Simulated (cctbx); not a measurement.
## Accept or mend?

Cell a = 5.1750 Å, b = 15.0300 Å, c = 10.2960 Å, α = 90.00°, β = 90.00°, γ = 90.00°; space group Pbca (no. 61). The compound is MnSnPO5.

Simulated single-crystal data (cctbx): Ag Kα, λ = 0.56087 Å, to d = 0.8 Å, 80 % of the full sphere, strongest reflection 20000 counts, noise from counting, a 1.5 % proportional error and a noise floor of 8 counts (s.d.); no absorption, and some extinction, which the refinements don't model.

An anisotropic refinement with weights 1/σ² prints:

```text
Rint 0.029, 823 unique reflections to 0.80 A
cycle     R1     wR2    GooF  max shift (A)
   1  0.2808  0.5549  23.900   0.05656
   4  0.1116  0.2303   9.918   0.00023
final R1 0.1116 wR2 0.2302 GooF 9.918  parameters 72  data/parameter 11.4
atom        x        y        z      Ueq    occ   su(xyz)  su(Uiso or U11)
Sn1    0.54617  0.92776  0.62685   0.0011  1.000  0.00033  0.0008  NPD
Mn1    0.53111  0.06833  0.89203   0.0016  1.000  0.00076  0.0018  NPD
As1    0.03030  0.26104  0.35174   0.0743  1.000  0.00160  0.0042
O1     0.30262  0.82266  0.69897   0.0035  1.000  0.00346  0.0102  NPD
O2     0.27981  0.34725  0.99285   0.0062  1.000  0.00414  0.0097  NPD
O3     0.35436  0.33059  0.30498   0.0013  1.000  0.00358  0.0079  NPD
O4     0.84557  0.98187  0.71554   0.0097  1.000  0.00394  0.0096
O5     0.76843  0.97524  0.98989   0.0072  1.000  0.00426  0.0088  NPD
difference map: max 8.02 min -11.67 rms 1.25
Q1    0.0527  0.5520  0.3653    8    8.29  0.32 A from Sn1
Q2    0.1931  0.2005  0.2023    8    3.34  0.35 A from O1
Q3    0.0212  0.2437  0.8424    8    3.28  0.13 A from As1
Q4    0.0481  0.0396  0.5898    8    3.12  0.48 A from Mn1
Q5    0.2157  0.6781  0.4903    8    2.87  0.38 A from O2
Q6    0.1616  0.6937  0.7975    8    2.55  0.38 A from O3
```

**Question.** Can this result stand? If not, what is the likely fault?

Mend it. The fault: wrong element: As1 is P. Against the right model at the same level, R1 goes from 0.0145 to 0.1116 and GooF from 1.27 to 9.92, U of Sn1 shrinks from 0.0057 to 0.0011 Å², the top difference peak, 8.3 e/Å³, lies on Sn1, a hole of -11.7 e/Å³ opens and Sn1, Mn1, O1, O2, O3 and O5 go non-positive-definite. 

The compound is MnSnPO5. The right model at the same level gives:

```text
Rint 0.029, 823 unique reflections to 0.80 A
cycle     R1     wR2    GooF  max shift (A)
   1  0.0199  0.0384   1.655   0.00439
   2  0.0145  0.0296   1.275   0.00008
final R1 0.0145 wR2 0.0296 GooF 1.275  parameters 72  data/parameter 11.4
atom        x        y        z      Ueq    occ   su(xyz)  su(Uiso or U11)
Sn1    0.54628  0.92841  0.62679   0.0057  1.000  0.00004  0.0001
Mn1    0.53031  0.06813  0.89220   0.0069  1.000  0.00009  0.0002
P1     0.02821  0.25976  0.34907   0.0093  1.000  0.00018  0.0004
O1     0.30547  0.81943  0.69890   0.0081  1.000  0.00043  0.0012
O2     0.27856  0.34423  0.99272   0.0092  1.000  0.00052  0.0013
O3     0.35417  0.32734  0.30612   0.0097  1.000  0.00048  0.0011
O4     0.85202  0.98358  0.71536   0.0106  1.000  0.00049  0.0012
O5     0.76770  0.97805  0.98996   0.0117  1.000  0.00056  0.0013
difference map: max 0.64 min -0.97 rms 0.20
Q1    0.0051  0.0268  0.3521    8    0.64  1.03 A from O4
Q2    0.2370  0.2200  0.7922    8    0.63  0.95 A from O3
Q3    0.9856  0.1846  0.2818    8    0.61  1.34 A from P1
Q4    0.0288  0.7412  0.4565    8    0.61  1.67 A from O2
Q5    0.0984  0.5207  0.6362    8    0.59  1.58 A from Sn1
Q6    0.0862  0.2247  0.1987    8    0.59  0.87 A from O1
```

Isotropic U is held between 0.0001 and 1 Å² by the program, and listed peak heights are interpolated, so they can pass the grid's maximum.

This is a model crystal, built by substitution and not relaxed, with assumed displacement parameters.

[Middle refinement cycles are left out of these outputs.]

[Logs are printed without paths, hosts, clocks, repeated set-up lines and the standing remarks that a program may print on its own settings, such as how far it seeks lower states.]
